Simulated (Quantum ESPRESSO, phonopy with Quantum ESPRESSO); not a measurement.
# K (Im-3m): a volume series of phonon spectra, part 4 of 6

Aim: how the vibrations of K shift with volume, and the expansion that follows.

Experimental results on record:
- heat capacity C_P per formula unit 29.4 J/mol/K near room temperature (given in “High-Throughput Prediction of Finite-Temperature Properties using the Quasi-Harmonic Approximation”, 2016, arXiv:1603.06924)

Quantum ESPRESSO 7.5; DFT PBEsol, scalar-relativistic, plane waves, PseudoDojo norm-conserving pseudopotentials.

So far. Step 3 (Finding the static equilibrium): After the last step pw.x solved the final cell once more on a basis chosen for it, which moves the energy without moving the atoms. Step 4 (Ground state at this cell): On a basis chosen for the relaxed cell the pressure is 0 GPa, small enough for phonons.

The database entry behind the starting cell lists a temperature near 5 K, so it need not match the best structure at ambient conditions.

## (5) A displaced supercell

One atom (for the harmonic constants) or a pair of atoms (for the cubic ones) is moved by a few hundredths of an ångström; the forces on all atoms give a column of force constants. The threshold is tight because the forces are small.

System of this step: K. It takes space group R3m (No. 160, trigonal). Conventional cell: a = 14.752 Å, b = 14.752 Å, c = 9.034 Å, α = 90.00°, β = 90.00°, γ = 120.00°. K has 8 K at 4.50 to 4.54 Å nearest. Nearest to K lie 8 K at 4.50 to 4.54 Å. Nearest to K lie 8 K at 4.51 to 4.52 Å. Nearest to K lie 8 K at 4.52 Å.

disp-00001.in

```
&CONTROL
  calculation = 'scf'
  prefix      = 'x'
  outdir      = './tmp'
  pseudo_dir  = './pseudo'
  tprnfor     = .true.
  disk_io     = 'none'
/
&SYSTEM
  ibrav       = 0
  nat         = 8
  ntyp        = 1
  ecutwfc     = 74.0
  occupations = 'smearing'
  smearing    = 'mv'
  degauss     = 0.02
/
&ELECTRONS
  conv_thr         = 1.0d-11
  mixing_beta      = 0.7
  electron_maxstep = 100
/
ATOMIC_SPECIES
 K      39.0983  K.upf
CELL_PARAMETERS angstrom
    -5.215771546    5.215771546    5.215771546
     5.215771546   -5.215771546    5.215771546
     5.215771546    5.215771546   -5.215771546
ATOMIC_POSITIONS crystal
 K      0.002213863   0.000000000   0.000000000
 K      0.500000000   0.000000000   0.000000000
 K      0.000000000   0.500000000   0.000000000
 K      0.500000000   0.500000000   0.000000000
 K      0.000000000   0.000000000   0.500000000
 K      0.500000000   0.000000000   0.500000000
 K      0.000000000   0.500000000   0.500000000
 K      0.500000000   0.500000000   0.500000000
K_POINTS automatic
 4 4 4 0 0 0
```

Run with:

```console
$ OMP_NUM_THREADS=1 mpirun -n 8 pw.x -nk 8 -in disp-00001.in > disp-00001.out
```

What it wrote:

```text
[banner, memory and clock lines left out]
Program PWSCF v.7.5

     Message from routine setup:
     using ibrav=0 with symmetry is DISCOURAGED, use correct ibrav instead

     G-vector sticks info

     bravais-lattice index     =            0
     lattice parameter (alat)  =      17.0718  a.u.
     unit-cell volume          =    3830.1191 (a.u.)^3
     number of atoms/cell      =            8
     number of atomic types    =            1
     number of electrons       =        72.00
     number of Kohn-Sham states=           43
     kinetic-energy cutoff     =      74.0000  Ry
     charge density cutoff     =     296.0000  Ry
     scf convergence threshold =      1.0E-11
     mixing beta               =       0.7000
     number of iterations used =            8  plain     mixing
     Exchange-correlation= PBESOL
                           (   1   4  10   8   0   0   0)

     celldm(1)=  17.071751  celldm(2)=   0.000000  celldm(3)=   0.000000
     celldm(4)=   0.000000  celldm(5)=   0.000000  celldm(6)=   0.000000

     crystal axes: (cart. coord. in units of alat)
               a(1) = (  -0.577350   0.577350   0.577350 )
               a(2) = (   0.577350  -0.577350   0.577350 )
               a(3) = (   0.577350   0.577350  -0.577350 )

     reciprocal axes: (cart. coord. in units 2 pi/alat)
               b(1) = ( -0.000000  0.866025  0.866025 )
               b(2) = (  0.866025 -0.000000  0.866025 )
               b(3) = (  0.866025  0.866025  0.000000 )

     PseudoPot. # 1 for K  read from file:
     ./pseudo/K.upf
     Pseudo is Norm-conserving + core correction, Zval =  9.0
     Using radial grid of 2250 points,  6 beta functions with:
                l(1) =   0
                l(2) =   0
                l(3) =   1
                l(4) =   1
                l(5) =   2
                l(6) =   2

     atomic species   valence    mass     pseudopotential
     K                 9.00    39.09830     K ( 1.00)

      6 Sym. Ops. (no inversion) found

   Cartesian axes

     site n.     atom                  positions (alat units)
         1        K      tau(   1) = (  -0.0012782   0.0012782   0.0012782  )
         2        K      tau(   2) = (  -0.2886751   0.2886751   0.2886751  )
         3        K      tau(   3) = (   0.2886751  -0.2886751   0.2886751  )
         4        K      tau(   4) = (   0.0000000   0.0000000   0.5773503  )
         5        K      tau(   5) = (   0.2886751   0.2886751  -0.2886751  )
         6        K      tau(   6) = (   0.0000000   0.5773503   0.0000000  )
         7        K      tau(   7) = (   0.5773503   0.0000000   0.0000000  )
         8        K      tau(   8) = (   0.2886751   0.2886751   0.2886751  )

     number of k points=    13  Marzari-Vanderbilt smearing, width (Ry)=  0.0200
                       cart. coord. in units 2pi/alat
        k(    1) = (   0.0000000   0.0000000   0.0000000), wk =   0.0312500
        k(    2) = (   0.2165064   0.2165064   0.0000000), wk =   0.1875000
        k(    3) = (  -0.4330127  -0.4330127   0.0000000), wk =   0.0937500
        k(    4) = (   0.4330127   0.2165064   0.2165064), wk =   0.1875000
        k(    5) = (   0.4330127   0.4330127   0.4330127), wk =   0.0625000
        k(    6) = (   0.0000000   0.0000000   0.4330127), wk =   0.1875000
        k(    7) = (  -0.8660254  -0.2165064  -0.2165064), wk =   0.1875000
        k(    8) = (  -0.8660254  -0.8660254  -0.8660254), wk =   0.0312500
        k(    9) = (   0.2165064  -0.2165064   0.0000000), wk =   0.1875000
        k(   10) = (  -0.4330127   0.4330127   0.0000000), wk =   0.0937500
        k(   11) = (   0.2165064  -0.4330127   0.2165064), wk =   0.3750000
        k(   12) = (  -0.2165064   0.4330127   0.2165064), wk =   0.1875000
        k(   13) = (  -0.2165064   0.8660254  -0.2165064), wk =   0.1875000

     Dense  grid:   329317 G-vectors     FFT dimensions: (  96,  96,  96)

     Initial potential from superposition of free atoms

     starting charge      71.8482, renormalised to      72.0000
     Starting wfcs are   40 randomized atomic wfcs +    3 random wfcs

     per-process dynamical memory:   305.3 Mb

     Self-consistent Calculation

     iteration #  1     ecut=    74.00 Ry     beta= 0.70
     Davidson diagonalization with overlap
     ethr =  1.00E-02,  avg # of iterations =  4.2

     Threshold (ethr) on eigenvalues was too large:
     Diagonalizing with lowered threshold

     Davidson diagonalization with overlap
     ethr =  1.51E-05,  avg # of iterations =  6.6

     total energy              =    -479.94564339 Ry
     estimated scf accuracy    <       0.01088629 Ry

     iteration #  2     ecut=    74.00 Ry     beta= 0.70
     Davidson diagonalization with overlap
     ethr =  1.51E-05,  avg # of iterations =  2.0

     total energy              =    -479.94769955 Ry
     estimated scf accuracy    <       0.00081786 Ry

     iteration #  3     ecut=    74.00 Ry     beta= 0.70
     Davidson diagonalization with overlap
     ethr =  1.14E-06,  avg # of iterations =  5.0

     total energy              =    -479.94780024 Ry
     estimated scf accuracy    <       0.00004816 Ry

     iteration #  4     ecut=    74.00 Ry     beta= 0.70
     Davidson diagonalization with overlap
     ethr =  6.69E-08,  avg # of iterations =  4.2

     total energy              =    -479.94780691 Ry
     estimated scf accuracy    <       0.00000264 Ry

     iteration #  5     ecut=    74.00 Ry     beta= 0.70
     Davidson diagonalization with overlap
     ethr =  3.67E-09,  avg # of iterations =  5.1

     total energy              =    -479.94780773 Ry
     estimated scf accuracy    <       0.00000024 Ry

     iteration #  6     ecut=    74.00 Ry     beta= 0.70
     Davidson diagonalization with overlap
     ethr =  3.28E-10,  avg # of iterations =  3.5

     total energy              =    -479.94780782 Ry
     estimated scf accuracy    <       0.00000002 Ry

     iteration #  7     ecut=    74.00 Ry     beta= 0.70
     Davidson diagonalization with overlap
     ethr =  2.77E-11,  avg # of iterations =  4.8

     total energy              =    -479.94780783 Ry
     estimated scf accuracy    <          6.0E-11 Ry

     iteration #  8     ecut=    74.00 Ry     beta= 0.70
     Davidson diagonalization with overlap
     ethr =  1.00E-13,  avg # of iterations =  8.8

     total energy              =    -479.94780783 Ry
     estimated scf accuracy    <          2.6E-11 Ry

     iteration #  9     ecut=    74.00 Ry     beta= 0.70
     Davidson diagonalization with overlap
     ethr =  1.00E-13,  avg # of iterations =  1.0

     End of self-consistent calculation

          k = 0.0000 0.0000 0.0000 ( 41235 PWs)   bands (ev):

   -30.0725 -30.0675 -30.0675 -30.0675 -30.0675 -30.0675 -30.0675 -30.0636
   -13.6586 -13.6586 -13.6586 -13.6586 -13.6586 -13.6586 -13.6367 -13.6367
   -13.6367 -13.6068 -13.6068 -13.6068 -13.6068 -13.6068 -13.6068 -13.5807
   -13.5807 -13.5807 -13.5806 -13.5806 -13.5806 -13.5806 -13.5806 -13.5806
    -0.3087   2.3435   2.3435   2.3435   2.3435   2.3435   2.3435   2.6034
     2.6035   2.6035   2.6035

          k = 0.2165 0.2165 0.0000 ( 41164 PWs)   bands (ev):

   -30.0718 -30.0682 -30.0675 -30.0675 -30.0675 -30.0675 -30.0669 -30.0642
   -13.6554 -13.6524 -13.6524 -13.6524 -13.6524 -13.6474 -13.6399 -13.6324
   -13.6286 -13.6112 -13.6091 -13.6090 -13.6090 -13.6088 -13.6030 -13.5923
   -13.5890 -13.5848 -13.5848 -13.5847 -13.5847 -13.5845 -13.5807 -13.5806
    -0.1094   1.3574   2.0121   2.0128   2.0144   2.0152   2.5441   2.6902
     3.1686   3.1696   3.1718

          k =-0.4330-0.4330 0.0000 ( 41186 PWs)   bands (ev):

   -30.0700 -30.0700 -30.0675 -30.0675 -30.0675 -30.0675 -30.0656 -30.0656
   -13.6477 -13.6477 -13.6443 -13.6443 -13.6443 -13.6442 -13.6218 -13.6218
   -13.6201 -13.6200 -13.6136 -13.6132 -13.6132 -13.6129 -13.6089 -13.6089
   -13.5938 -13.5938 -13.5888 -13.5887 -13.5887 -13.5886 -13.5807 -13.5807
     0.4671   0.4671   1.8638   1.8647   1.8662   1.8672   2.9453   2.9453
     3.0670   3.0670   3.7868

          k = 0.4330 0.2165 0.2165 ( 41242 PWs)   bands (ev):

   -30.0705 -30.0688 -30.0688 -30.0679 -30.0670 -30.0665 -30.0665 -30.0652
[...]
2.9145   3.3900   3.3900

          k = 0.4330 0.4330 0.4330 ( 41068 PWs)   bands (ev):

[...]
3.1588   3.1596   3.7604

          k = 0.0000 0.0000 0.4330 ( 41187 PWs)   bands (ev):

[...]
2.7933   2.7933   3.7779

          k =-0.8660-0.2165-0.2165 ( 41124 PWs)   bands (ev):

[...]
3.4817   3.4817   3.8032

          k =-0.8660-0.8660-0.8660 ( 40966 PWs)   bands (ev):

[...]
3.3815   3.3815   3.3816

          k = 0.2165-0.2165 0.0000 ( 41164 PWs)   bands (ev):

[...]
3.1698   3.1703   3.1709

          k =-0.4330 0.4330 0.0000 ( 41186 PWs)   bands (ev):

[...]
3.0660   3.0681   3.7878

          k = 0.2165-0.4330 0.2165 ( 41242 PWs)   bands (ev):

[...]
2.9145   3.3888   3.3912

          k =-0.2165 0.4330 0.2165 ( 41242 PWs)   bands (ev):

[...]
-13.6232 -13.6199 -13.6199 -13.6128 -13.6113 -13.6045 -13.6000 -13.6000
   -13.5951 -13.5951 -13.5911 -13.5897 -13.5889 -13.5845 -13.5845 -13.5834
     0.2787   1.0146   1.0147   1.7036   2.3260   2.3260   2.8489   2.8847
     2.9145   3.3900   3.3900

          k =-0.2165 0.8660-0.2165 ( 41124 PWs)   bands (ev):

   -30.0694 -30.0693 -30.0677 -30.0677 -30.0673 -30.0673 -30.0662 -30.0662
   -13.6389 -13.6387 -13.6376 -13.6375 -13.6354 -13.6354 -13.6195 -13.6190
   -13.6179 -13.6176 -13.6172 -13.6168 -13.6100 -13.6096 -13.6095 -13.6092
   -13.5986 -13.5984 -13.5980 -13.5978 -13.5948 -13.5947 -13.5899 -13.5898
     0.6523   0.6551   1.3633   1.3644   2.0126   2.0150   2.6278   2.6281
     3.4817   3.4818   3.8032

     the Fermi energy is     1.9253 ev

!    total energy              =    -479.94780783 Ry
     estimated scf accuracy    <          3.3E-12 Ry
     smearing contrib. (-TS)   =      -0.00374863 Ry
     internal energy E=F+TS    =    -479.94405920 Ry

     The total energy is F=E-TS. E is the sum of the following terms:
     one-electron contribution =    -290.55506396 Ry
     hartree contribution      =     150.46092468 Ry
     xc contribution           =    -100.59224068 Ry
     ewald contribution        =    -239.25767924 Ry

     convergence has been achieved in   9 iterations

     Forces acting on atoms (cartesian axes, Ry/au):

     atom    1 type  1   force =     0.00019302   -0.00019302   -0.00019302
     atom    2 type  1   force =    -0.00014223    0.00014223    0.00014223
     atom    3 type  1   force =    -0.00004530    0.00004530   -0.00005146
     atom    4 type  1   force =     0.00000350   -0.00000350    0.00001865
     atom    5 type  1   force =    -0.00004530   -0.00005146    0.00004530
     atom    6 type  1   force =     0.00000350    0.00001865   -0.00000350
     atom    7 type  1   force =    -0.00001865   -0.00000350   -0.00000350
     atom    8 type  1   force =     0.00005146    0.00004530    0.00004530

     Total force =     0.000440     Total SCF correction =     0.000001
     Message from routine punch:
     Nothing written, as per user request (disk_io='none')
```

The job ended after 1.9 min (8 MPI ranks of Arm Neoverse V1, shared host).

## (6) Lattice dynamics at this volume, V/V0 1

This step: DFT PBEsol, scalar-relativistic, plane waves, PseudoDojo norm-conserving pseudopotentials (phonopy with Quantum ESPRESSO 4.10.0 / 7.5).

The job ended after 1.9 min (8 threads).

This step gave:

```
highest frequency                        : 79.2 cm⁻¹
Debye temperature from the second moment : 102 K
lowest frequency on the path             : 0 cm⁻¹
zero-point energy                        : 0.00957 eV/cell
Γ frequencies                            : 0, 0, 0 cm⁻¹ (negative: imaginary)
```

Phonopy, no LO-TO term. The phonon branches at the labelled points (cm⁻¹):

```
    point  branch 1  branch 2  branch 3
        Γ         0         0         0
  halfway        52        52        58
        H        75        75        75
  halfway        54        64        77
        N        17        51        79
  halfway        12        36        56
        Γ         0         0         0
  halfway        31        31        64
        P        56        56        56
  halfway        43        71        71
        H        75        75        75
jump to P        56        56        56
  halfway        33        54        73
        N        17        51        79
```

The phonon branches as a text plot (rows in cm⁻¹):

```
     78 |               *******                                **
     74 |          *****       *                      *****   *
     71 |        **    *                    ***      *   *   *
     68 |       ***     *                           *
     64 |               **      *          *   *  **    *   *
     61 |       *                                *         *
     58 |     **          *                     *
     54 |                * *     *       **           **   ***
     51 |     **            ***                *           *  ***
     48 |    *                 *
     45 |                 *       *          **  *   *      *
     41 |    *                  *
     38 |                               *   *                *
     35 |  **                    *                ***
     31 |                  *       *       *
     28 |  **                     *                           *
     25 |
     21 |                   *          * **                    *
     18 | *                  *     *                            *
     15 | *                   ***   **  *
     12 |                        *
      8 |                         * ** *
      5 |                          *
      2 |*                          ***
         Γ           H       N        Γ         P        H|P    N
```

Harmonic. Thermo, by row:

```
T (K)  F_vib (meV/atom)  S (J/mol-atom/K)  C_V (J/mol-atom/K)
    0              9.57                 0                   0
   50               5.3             19.59               20.54
  100             -9.25             35.12                23.7
  150            -30.14             44.89               24.37
  200            -55.31             51.94               24.61
  250             -83.7             57.44               24.73
  300            -114.7             61.96               24.79
  350            -147.8             65.78               24.83
  400            -182.8              69.1               24.85
  450            -219.3             72.03               24.87
  500            -257.4             74.65               24.88
  550            -296.7             77.02               24.89
  600            -337.1             79.19                24.9
  650            -378.7             81.18                24.9
  700            -421.3             83.02               24.91
  750            -464.7             84.74               24.91
  800            -509.1             86.35               24.91
  850            -554.2             87.86               24.91
  900            -600.1             89.28               24.92
  950            -646.7             90.63               24.92
 1000              -694             91.91               24.92
```

Phonopy on the run's constants, 15x15x15 mesh, Gaussian sigma 2.0 cm⁻¹. Table of modes, K by wavenumber; read off at these points:

wavenumber (cm⁻¹), modes, K (1/cm⁻¹/cell) and a bar:
```
    -5.00     0.0000 
    -2.50     0.0001 
     0.00     0.0003 
     2.50     0.0008 
     5.00     0.0011 
     7.50     0.0020 #
    10.00     0.0043 #
    12.50     0.0079 ###
    15.00     0.0148 #####
    17.50     0.0214 #######
    20.00     0.0243 ########
    22.50     0.0266 #########
    25.00     0.0326 ###########
    27.50     0.0378 #############
    30.00     0.0401 ##############
    32.50     0.0472 ################
    33.30     0.0476 ################
    35.00     0.0423 ##############
    37.50     0.0368 ############
    40.00     0.0379 #############
    42.50     0.0384 #############
    45.00     0.0393 #############
    47.50     0.0423 ##############
    50.00     0.0553 ###################
    51.70     0.0599 ####################
    52.50     0.0594 ####################
    55.00     0.0537 ##################
    57.50     0.0488 #################
    60.00     0.0466 ################
    62.50     0.0427 ##############
    65.00     0.0450 ###############
    67.50     0.0536 ##################
    70.00     0.0677 #######################
    72.50     0.0860 #############################
    73.30     0.0886 ##############################
    75.00     0.0817 ############################
    77.50     0.0470 ################
    80.00     0.0131 ####
    82.50     0.0015 #
    85.00     0.0000 
    87.50     0.0000
```

No mode is imaginary beyond numerical noise along the path.

The time given is that of the one pw.x run on a displaced cell behind this step.

## (7) Self-consistent run, V/V0 1.02

A tight ground state at this cell gives the energy of this member; its pressure is the stress at this cutoff, which can carry an offset from the finite basis.

This step: DFT PBEsol, scalar-relativistic, plane waves, PseudoDojo norm-conserving pseudopotentials (Quantum ESPRESSO 7.5).

System of this step: K. The structure is cubic, space group Im-3m (No. 229). The conventional cell has a = 5.250 Å, b = 5.250 Å, c = 5.250 Å, α = 90.00°, β = 90.00°, γ = 90.00°. Nearest to K lie 8 K at 4.55 Å.

scf.in

```
&CONTROL
  calculation = 'scf'
  prefix      = 'x'
  outdir      = './tmp'
  pseudo_dir  = './pseudo'
  tprnfor     = .true.
  tstress     = .true.
/
&SYSTEM
  ibrav       = 0
  nat         = 1
  ntyp        = 1
  ecutwfc     = 74.0
  occupations = 'smearing'
  smearing    = 'mv'
  degauss     = 0.02
/
&ELECTRONS
  conv_thr         = 1.0d-12
  mixing_beta      = 0.7
  electron_maxstep = 100
/
ATOMIC_SPECIES
 K      39.0983  K.upf
CELL_PARAMETERS angstrom
    -2.625157043    2.625157043    2.625157043
     2.625157043   -2.625157043    2.625157043
     2.625157043    2.625157043   -2.625157043
ATOMIC_POSITIONS crystal
 K      0.000000000   0.000000000   0.000000000
K_POINTS automatic
 10 10 10 0 0 0
```

Run with:

```console
$ OMP_NUM_THREADS=1 mpirun -n 8 pw.x -nk 8 -in scf.in > scf.out
```

What it wrote:

```text
[banner, memory and clock lines left out]
Program PWSCF v.7.5

     Message from routine setup:
     using ibrav=0 with symmetry is DISCOURAGED, use correct ibrav instead

     G-vector sticks info

     bravais-lattice index     =            0
     lattice parameter (alat)  =       8.5924  a.u.
     unit-cell volume          =     488.3402 (a.u.)^3
     number of atoms/cell      =            1
     number of atomic types    =            1
[...]
Total force =     0.000000     Total SCF correction =     0.000000

     Computing stress (Cartesian axis) and pressure

          total   stress  (Ry/bohr**3)                   (kbar)     P=       -0.71
  -0.00000484  -0.00000000  -0.00000000           -0.71       -0.00       -0.00
  -0.00000000  -0.00000484  -0.00000000           -0.00       -0.71       -0.00
  -0.00000000  -0.00000000  -0.00000484           -0.00       -0.00       -0.71

     XML data file, charge density, pseudopotentials, collected wavefunctions
[key lines of the parts left out:]
!    total energy              =     -59.99355130 Ry
the Fermi energy is     1.8283 ev
convergence has been achieved in   7 iterations
```

It took 6.1 s on 8 MPI ranks; 48 s of CPU time.

The run ends at a pressure of -0.07 GPa.

[end of part 4 of 6]

[Logs are printed without paths, hosts, clocks, repeated set-up lines and the standing remarks that a program may print on its own settings, such as how far it seeks lower states.]

[Hosts, paths, dates, database ids (printed as entryN), source tags and the programs' standing remarks are cut or masked in the printed files.]

[A step with changed settings may run another functional than the one named; its input shows which.]

[Of the runs on displaced cells, only some may be shown.]
